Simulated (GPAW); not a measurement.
# Near-edge structure at the N K edge of Ta2N (P-3m1), part 2 of 3

Aim: the near-edge shape at the N K edge of Ta2N (P-3m1), and what the core hole does to it.

GPAW 26.7.0; X-ray absorption from dipole matrix elements to empty bands, plane-wave PAW PBE.

So far. Step 2 (Ground state of the crystal): The mesh shows no gap, so the system is treated as a metal and the core electron is put at the Fermi level (neutral cell). Step 3 (Spectrum without a core hole, N atom 3): Main maxima below 24 eV (height): 1.9 eV (1.76), 5.6 eV (1.69), 9.8 eV (1.26) and 13.6 eV (0.85). A K edge sees empty p states; the first features are N p mixed into the empty d states of the Ta neighbours, and the broad ones above probably into the cations' higher empty bands.

**5. Spectrum with XCH, N atom 3**

The holes are 7.3 Å apart. In GPAW the data set carries the hole's charge, so charge=0 means a charged cell and charge=-1 a neutral one. The excited electron is kept in the cell, where it fills the lowest empty states and screens the hole. After the field has converged, empty bands are computed with the density fixed and the dipole matrix elements are summed.

Contents of xas.py:

```python
import numpy as np
from ase import Atoms
from ase.parallel import parprint, paropen
from gpaw import GPAW, PW, FermiDirac, Mixer, MixerDif, setup_paths
from gpaw.test import gen
setup_paths.insert(0, '.')
gen('N', name='fch1s', xcname='PBE', corehole=(1, 0, 1), write_xml=True)
from gpaw.mpi import world
world.barrier()

atoms = Atoms('Ta16N8',
    cell=[[-4.66929226, 2.69581714, 4.869841],
     [4.66929226, -2.69581714, 4.869841],
     [3.11286151, 5.39163429, 4.869841]],
    scaled_positions=[[0.08568883, 0.91902217, 0.25],
     [0.58568883, 0.41902217, 0.25],
     [0.71068883, 0.04402217, 0.5],
     [0.21068883, 0.54402217, 0.5],
     [0.33568883, 0.16902217, 0.75],
     [0.83568883, 0.66902217, 0.75],
     [0.96068883, 0.29402217, 0],
     [0.46068883, 0.79402217, 0],
     [0.16431117, 0.33097783, 0.25],
     [0.66431117, 0.83097783, 0.25],
     [0.78931117, 0.45597783, 0.5],
     [0.28931117, 0.95597783, 0.5],
     [0.41431117, 0.58097783, 0.75],
     [0.91431117, 0.08097783, 0.75],
     [0.03931117, 0.70597783, 0],
     [0.53931117, 0.20597783, 0],
     [0, 0, 0],
     [0.5, 0.5, 0],
     [0.625, 0.125, 0.25],
     [0.125, 0.625, 0.25],
     [0.25, 0.25, 0.5],
     [0.75, 0.75, 0.5],
     [0.875, 0.375, 0.75],
     [0.375, 0.875, 0.75]],
    pbc=True)
atoms.calc = calc = GPAW(legacy_gpaw=True, mode=PW(500, force_complex_dtype=True), xc='PBE', setups={16: 'fch1s'},
    kpts={'size': (3, 3, 3), 'gamma': True}, occupations=FermiDirac(0.1),
    charge=-1, mixer=Mixer(0.1, 5, 50), maxiter=150,
    convergence={'density': 0.0001, 'eigenstates': 1e-6}, txt='scf.txt')
energy = atoms.get_potential_energy() + calc.get_reference_energy()
ef = calc.get_fermi_level()
out = dict(energy=energy, fermi=ef, forces=atoms.get_forces().tolist())
parprint(f'all-electron energy {energy:.4f} eV, Fermi level {ef:.4f} eV')
ev = np.array([[calc.get_eigenvalues(k, s) for k in range(len(calc.get_ibz_k_points()))] for s in range(calc.get_number_of_spins())])
out['homo'], out['lumo'], out['counts'] = ev[ev < ef].max(), ev[ev > ef].min(), sorted(set((ev < ef).sum((0, 2)).tolist()))
out['filled'] = (ev[:, 0] < ef).sum(1).tolist()

from ase.units import Ha
from gpaw.xas import dipole_matrix_elements
nb = int(calc.get_number_of_electrons() / 2) + 277
top, nb = nb, nb + 8 + nb // 12
nscf = calc.fixed_density(kpts={'size': (4, 4, 4), 'gamma': True}, nbands=nb,
    convergence={'bands': top, 'eigenstates': 5e-3}, maxiter=60, txt='nscf.txt')
cell = atoms.cell.array
ops = [cell.T @ U.T @ np.linalg.inv(cell.T) for U in nscf.wfs.kd.symmetry.op_scc]
E = np.arange(-6, 34, 0.1)
fwhm = np.interp(E, [4, 25], [0.9, 3.5])
Y, X, zero, highest = 0, 0, 1e9, 1e9
for spin in range(nscf.get_number_of_spins()):
    wfs = nscf.wfs
    mine = wfs.bd.get_slice()  # this rank's bands
    A = dipole_matrix_elements(wfs.setups[16])
    eps = np.zeros((wfs.kd.nibzkpts, nb))
    d = np.zeros((3, A.shape[1], wfs.kd.nibzkpts, nb), complex)
    for kpt in wfs.kpt_u:
        if kpt.s == spin and 16 in kpt.P_ani:
            eps[kpt.k, mine] = kpt.eps_n * Ha
            d[:, :, kpt.k, mine] = (kpt.weight * wfs.nspins / 2) ** 0.5 * np.inner(A, kpt.P_ani[16])
    world.sum(eps)
    world.sum(d)
    T = np.einsum('amkn,bmkn->abkn', d, d.conj()).real
    T = sum(np.einsum('ai,ijkn,bj->abkn', R, T, R) for R in ops) / len(ops)
    empty = eps > ef
    zero, highest = min(zero, eps[empty].min()), min(highest, eps[:, top - 1].min())
    lines = [(eps, T, empty)] if spin == 0 else lines + [(eps, T, empty)]
for eps, T, empty in lines:
    f = np.einsum('aakn->akn', T).reshape(3, -1)
    x = eps.ravel() - zero
    w = np.interp(x, E, fwhm) / 2.35482
    g = np.exp(-0.5 * ((E[:, None] - x) / w) ** 2) / (w * (2 * np.pi) ** 0.5)
    Y = Y + (f * empty.ravel()) @ g.T
    X = X + (f * ~empty.ravel()) @ g.T
out.update(E=E.round(2).tolist(), xas=Y.tolist(), xes=X.tolist(), zero=zero, valid=highest - zero, nk=len(eps), nb=nb)
for i in range(0, len(E), 10):
    parprint(f'{E[i]:7.2f}', *(f'{v:10.3e}' for v in Y[:, i]))
import json
with paropen('out.json', 'w') as f:
    json.dump(out, f)
```

Command:

```sh
> OMP_NUM_THREADS=1 mpirun -n 4 gpaw python xas.py
```

Numbers of over 12 decimals in the logs are rounded to 6 here.

Log:

```text
Input parameters:
  charge: -1
  convergence: {density: 0.0001,
                eigenstates: 1e-06}
  kpts: {gamma: True,
         size: (3, 3, 3)}
  maxiter: 150
  mixer: {backend: pulay,
          beta: 0.1,
          method: separate,
          nmaxold: 5,
          weight: 50}
  mode: {ecut: 500.0,
         force_complex_dtype: True,
         name: pw}
  occupations: {fixmagmom: False,
                name: fermi-dirac,
                width: 0.1}
  setups: {16: fch1s}
  xc: PBE

Initialize ...

[... PAW data sets ...]

Reference energy: -6798192.575830  # eV

Spin-paired calculation

[... convergence settings ...]
Symmetries present (total): 2
  [... symmetry matrices ...]

27 k-points: 3 x 3 x 3 Monkhorst-Pack grid
14 k-points in the irreducible part of the Brillouin zone
       k-points in crystal coordinates                weights
   0:     0.00000000    0.00000000    0.00000000          1/27
   1:     0.00000000    0.00000000    0.33333333          2/27
   2:     0.00000000    0.33333333   -0.33333333          2/27
   3:     0.00000000    0.33333333    0.00000000          2/27
   4:     0.00000000    0.33333333    0.33333333          2/27
   5:     0.33333333   -0.33333333   -0.33333333          2/27
   6:     0.33333333   -0.33333333    0.00000000          2/27
   7:     0.33333333   -0.33333333    0.33333333          2/27
   8:     0.33333333    0.00000000   -0.33333333          2/27
   9:     0.33333333    0.00000000    0.00000000          2/27
          ...
  13:     0.33333333    0.33333333    0.33333333          2/27

Wave functions: Plane wave expansion
  Cutoff energy: 500.000 eV
  Number of coefficients (min, max): 8278, 8317
  Pulay-stress correction: 0.000000 eV/Ang^3 (de/decut=0.000000)
  Using FFTW library
  Wavefunction extrapolation:
    Improved wavefunction reuse through dual PAW basis

Occupation numbers: Fermi-Dirac:
  width: 0.1000  # eV

Eigensolver
   Davidson(niter=2)

Densities:
  Coarse grid: 40*40*42 grid
  Fine grid: 80*80*84 grid
  Total Charge: 0.000000

Density mixing:
  Method: separate
  Backend: pulay
  Linear mixing parameter: 0.1
  old densities: 5
  Width of damping distribution: 1.1
  Damping of long wavelength oscillations: 50

[... Hamiltonian set-up ...]
Number of atoms: 24
Number of atomic orbitals: 240
Number of bands in calculation: 154
Number of valence electrons: 249
Bands to converge: occupied

... initialized

Initializing position-dependent things.

Density initialized from atomic densities
Creating initial wave functions:
  154 bands from LCAO basis set

                      Ta
                   N
                Ta   N       N
                  Ta      Ta

               Ta   TaTa    Ta

         Ta      Ta     Ta
              N      N
                   Ta      Ta
                N      N
            Ta      Ta
                      Ta

                N

Atomic positions and initial magnetic moments

Positions:
   0 Ta     4.669292   -0.898606    6.110243    ( 0.0000,  0.0000,  0.0000)
   1 Ta     0.000000    1.797211    6.110243    ( 0.0000,  0.0000,  0.0000)
   2 Ta    -1.556431    4.493029    6.110243    ( 0.0000,  0.0000,  0.0000)
   3 Ta     3.112862    1.797211    6.110243    ( 0.0000,  0.0000,  0.0000)
   4 Ta     1.556431    4.493029    6.110243    ( 0.0000,  0.0000,  0.0000)
   5 Ta     1.556431    4.493029   10.980084    ( 0.0000,  0.0000,  0.0000)
   6 Ta    -3.112861    1.797211    6.110243    ( 0.0000,  0.0000,  0.0000)
[...]
21 N      1.556431    2.695817    9.739682    ( 0.0000,  0.0000,  0.0000)
  22 N      0.000000    5.391634    9.739682    ( 0.0000,  0.0000,  0.0000)
  23 N      4.669292    2.695817    9.739682    ( 0.0000,  0.0000,  0.0000)

Unit cell:
           periodic     x           y           z      points  spacing
  1. axis:    yes   -4.669292    2.695817    4.869841    40     0.1563
  2. axis:    yes    4.669292   -2.695817    4.869841    40     0.1563
  3. axis:    yes    3.112862    5.391634    4.869841    42     0.1482

  Lengths:   7.265334   7.265334   7.904111
  Angles:   65.608311  65.608311  95.821936

Effective grid spacing dv^(1/3) = 0.1694

iter:   1  -281.115420
iter:   2  -261.350031   -0.36  -1.04
iter:   3  -255.656432   -0.53  -1.20
iter:   4  -253.672557   -0.78  -1.33
iter:   5  -253.378529   -1.41  -1.52
iter:   6  -253.501246   -1.80  -1.79
iter:   7  -253.446638c  -1.95  -2.07
iter:   8  -253.451662c  -2.96  -2.33
iter:   9  -253.445165c  -3.74  -2.70
iter:  10  -253.439042c  -3.25  -2.79
iter:  11  -253.436487c  -4.02  -3.02
iter:  12  -253.435904c  -4.69  -3.22
iter:  13  -253.435662c  -4.78  -3.42
iter:  14  -253.435621c  -5.30  -3.70
iter:  15  -253.435616c  -6.26c -3.86
iter:  16  -253.435619c  -6.35c -3.91
iter:  17  -253.435626c  -6.40c -4.03c

Converged after 17 iterations.

Dipole moment: (-0.000000, -0.000000, -0.000000) |e|*Ang

Energy contributions relative to reference atoms: (reference = -6798192.575830)

Kinetic:       +182.592819
Potential:     -203.053748
External:        +0.000000
XC:            -228.985975
Entropy (-ST):   -0.369139
Local:           -3.804152
SIC:             +0.000000
--------------------------
Free energy:   -253.620195
Extrapolated:  -253.435626

Showing only first 2 kpts
 Kpt  Band  Eigenvalues  Occupancy
  0   122     13.06347    1.93174
  0   123     13.17404    1.80708
  0   124     13.17505    1.80531
  0   125     13.41270    0.92545

  1   122     13.14854    1.84718
  1   123     13.27935    1.53137
  1   124     13.31269    1.40140
[...]
Fermi level: 13.39776

No gap
No difference between direct/indirect transitions

Forces in eV/Ang:
  0 Ta    0.01981    0.71860    0.59554
  1 Ta   -0.01280    0.07683    0.10473
  2 Ta    0.06040    0.02869    0.12116
  3 Ta    0.00534   -0.06666    0.12115
  4 Ta   -0.61237   -0.37653    0.59556
  5 Ta   -0.07295   -0.02734    0.10473
  6 Ta    0.71542   -0.41311    0.68118
[...]
21 N     0.04332    0.07502    0.00000
 22 N     0.03573   -0.03669   -0.00502
 23 N    -0.04964    0.01260    0.00502
Scalar-relativistic atomic PBE calculation for N (Nitrogen, Z=7)
Core hole in 1s state (1s occupation: 1.0)
300 radial gridpoints.
|------------------------------------------------|
|------------------------------------------------|
[... the atom generator's iteration count ...]

Energy contributions:
-------------------------
Kinetic:      +38.893141
XC:            -4.740592
Potential:    -73.160590
-------------------------
Total:        -39.008042

state      eigenvalue         ekin         rmax
-----------------------------------------------
1s^1.0 :   -16.784323    23.680985        0.144
2s^2.0 :    -1.344151     3.188451        0.910
2p^3.0 :    -0.921356     2.945085        0.787
-----------------------------------------------
(units: Bohr and Hartree)

Generating PAW setup
Kinetic energy of the core from tauc = 23.696066
Cutoffs:
rc(s)=1.140
rc(p)=1.000
rc(d)=1.090
rc(vbar)=1.120
rc(comp)=1.090
rc(nct)=1.140

Kinetic energy of the core states: 23.680985
Charge: 1.0
Core electrons: 1.0
Valence electrons: 5.0
Pseudo-core charge: 0.003697
Shape function alpha=8.417
Pseudo-electron charge 4.916039
state    eigenvalue         norm
--------------------------------
2s(2) :    -1.344151     1.101188
*s    :    -0.344151
2p(3) :    -0.921356     0.903322
*p    :     0.078644
*d    :     0.000000
--------------------------------

Diagonalizing with gridspacing h=0.050

state   all-electron     PAW
-------------------------------
2s:      -1.344151    -1.345632
2p:      -0.921356    -0.925433
*d:                   -0.065555
*f:                   -0.013847
-------------------------------
all-electron energy -6798446.0115 eV, Fermi level 13.3978 eV
[...]
31.00  8.912e-05  8.892e-05  7.618e-05
  32.00  7.360e-05  7.325e-05  8.796e-05
  33.00  6.377e-05  6.352e-05  9.555e-05
```

Elapsed: 13 min, on 4 MPI ranks of Intel Xeon 6975P-C (Granite Rapids), shared host; peak memory 1.5 GiB; 53 min of CPU time.

The N K spectrum, N atom 3, excited-electron core hole (neutral cell) (energy from the lowest empty level; intensity scaled to a mean of 1 over the first 20 eV; polarised curves are means over the symmetry-equivalent atoms):

```
E (eV)  isotropic  ε ⊥ c  ε ∥ c
 -2.00       0.00   0.00   0.00
 -1.25       0.00   0.00   0.00
 -0.50       0.18   0.21   0.12
  0.25       1.49   1.65   1.17
  1.00       2.51   2.56   2.41
  1.75       2.08   1.96   2.31
  2.50       1.40   1.30   1.62
  3.25       1.43   1.33   1.62
  4.00       1.26   1.19   1.41
  4.75       1.72   1.89   1.37
  5.50       1.61   1.90   1.03
  6.25       1.08   1.23   0.76
  7.00       0.84   0.77   0.99
  7.75       0.87   0.68   1.25
  8.50       0.88   0.77   1.11
  9.25       1.07   1.04   1.15
 10.00       1.06   1.07   1.06
 10.75       0.83   0.85   0.79
 11.50       0.65   0.72   0.51
 12.25       0.67   0.80   0.40
 13.00       0.74   0.89   0.45
 13.75       0.71   0.78   0.57
 14.50       0.61   0.59   0.66
 15.25       0.55   0.49   0.68
 16.00       0.55   0.48   0.67
 16.75       0.53   0.48   0.65
 17.50       0.49   0.44   0.58
 18.25       0.42   0.39   0.50
 19.00       0.40   0.37   0.46
 19.75       0.42   0.38   0.51
 20.50       0.48   0.41   0.61
 21.25       0.53   0.44   0.71
 22.00       0.57   0.48   0.76
 22.75       0.60   0.53   0.76
 23.50       0.63   0.58   0.74
 24.25       0.65   0.63   0.70
 25.00       0.66   0.67   0.64
 25.75       0.68   0.73   0.58
 26.50       0.70   0.80   0.51
 27.25       0.73   0.87   0.45
 28.00       0.75   0.91   0.42
 28.75       0.75   0.92   0.42
 29.50       0.75   0.89   0.46
 30.25       0.72   0.82   0.53
 31.00       0.68   0.72   0.62
 31.75       0.64   0.62   0.69
```

Main maxima below 24 eV (height): 1.1 eV (2.51), 3.0 eV (1.48), 5.0 eV (1.77), 9.6 eV (1.11) and 13.2 eV (0.75). 

The total-energy difference is 406.73 eV. One term is added: -7.82 eV, since the hole is spin-paired here and a spin-polarised one costs that much less in the free atom (computed apart). The photon energy is then 398.91 eV. The functional leaves an error of a few eV in such absolute values.

**6. Cell without a hole, the energy reference**

The cell and mesh change for the next run, so it gets a reference energy of its own.

Contents of scf.py:

```python
import numpy as np
from ase import Atoms
from ase.parallel import parprint, paropen
from gpaw import GPAW, PW, FermiDirac, Mixer, MixerDif, setup_paths
from gpaw.test import gen
setup_paths.insert(0, '.')
gen('N', name='nch1s', xcname='PBE', corehole=(1, 0, 0), write_xml=True)
from gpaw.mpi import world
world.barrier()

atoms = Atoms('Ta2N',
    cell=[[1.55643075, -2.69581714, 0],
     [-1.55643075, -2.69581714, 0],
     [0, 0, -4.869841]],
    scaled_positions=[[0.66666667, 0.66666667, 0.745289],
     [0.33333333, 0.33333333, 0.254711],
     [0, 0, 0]],
    pbc=True)
atoms.calc = calc = GPAW(legacy_gpaw=True, mode=PW(500, force_complex_dtype=True), xc='PBE', setups={2: 'nch1s'},
    kpts={'size': (6, 6, 4), 'gamma': True}, occupations=FermiDirac(0.1),
    charge=0, mixer=Mixer(0.1, 5, 50), maxiter=150,
    convergence={'density': 0.0001, 'eigenstates': 1e-6}, txt='scf.txt')
energy = atoms.get_potential_energy() + calc.get_reference_energy()
ef = calc.get_fermi_level()
out = dict(energy=energy, fermi=ef, forces=atoms.get_forces().tolist())
parprint(f'all-electron energy {energy:.4f} eV, Fermi level {ef:.4f} eV')
ev = np.array([[calc.get_eigenvalues(k, s) for k in range(len(calc.get_ibz_k_points()))] for s in range(calc.get_number_of_spins())])
out['homo'], out['lumo'], out['counts'] = ev[ev < ef].max(), ev[ev > ef].min(), sorted(set((ev < ef).sum((0, 2)).tolist()))
out['filled'] = (ev[:, 0] < ef).sum(1).tolist()
import json
with paropen('out.json', 'w') as f:
    json.dump(out, f)
```

Command:

```sh
> OMP_NUM_THREADS=1 mpirun -n 4 gpaw python scf.py
```

Log:

```text
Input parameters:
  convergence: {density: 0.0001,
                eigenstates: 1e-06}
  kpts: {gamma: True,
         size: (6, 6, 4)}
  maxiter: 150
  mixer: {backend: pulay,
          beta: 0.1,
          method: separate,
          nmaxold: 5,
          weight: 50}
  mode: {ecut: 500.0,
         force_complex_dtype: True,
         name: pw}
  occupations: {fixmagmom: False,
                name: fermi-dirac,
[...]
2s(2) :    -0.682897     1.073459
*s    :     0.317103
2p(3) :    -0.260504     0.953429
*p    :     0.739496
*d    :     0.000000
--------------------------------

Diagonalizing with gridspacing h=0.050

state   all-electron     PAW
-------------------------------
2s:      -0.682897    -0.683965
2p:      -0.260504    -0.262602
*d:                    0.047814
*f:                    0.075943
-------------------------------
all-electron energy -849856.5953 eV, Fermi level 13.4348 eV
[key lines of the parts left out:]
Converged after 15 iterations.
Dipole moment: (0.000000, -0.000000, 0.000000) |e|*Ang
Free energy:    -30.012607
Fermi level: 13.43478
```

The job ended after 7.7 s (4 MPI ranks; peak memory 0.19 GiB).

[end of part 2 of 3]

[Banner, clock and machine lines of the logs are left out without a mark of their own.]

[Logs are printed without paths, hosts, clocks, repeated set-up lines and the standing remarks that a program may print on its own settings, such as how far it seeks lower states.]

[Hosts, paths, dates, database ids (printed as entryN), source tags and the programs' standing remarks are cut or masked in the printed files.]

[Lists of maxima count a maximum above −3 eV only where it reaches 4 % of the highest in the window and stands out from its surroundings by 2 % of it (1.5 % where it reaches 55 %); shoulders and weaker maxima are passed over, and of the rest the first, up to two pre-edge ones and the few strongest are named.]
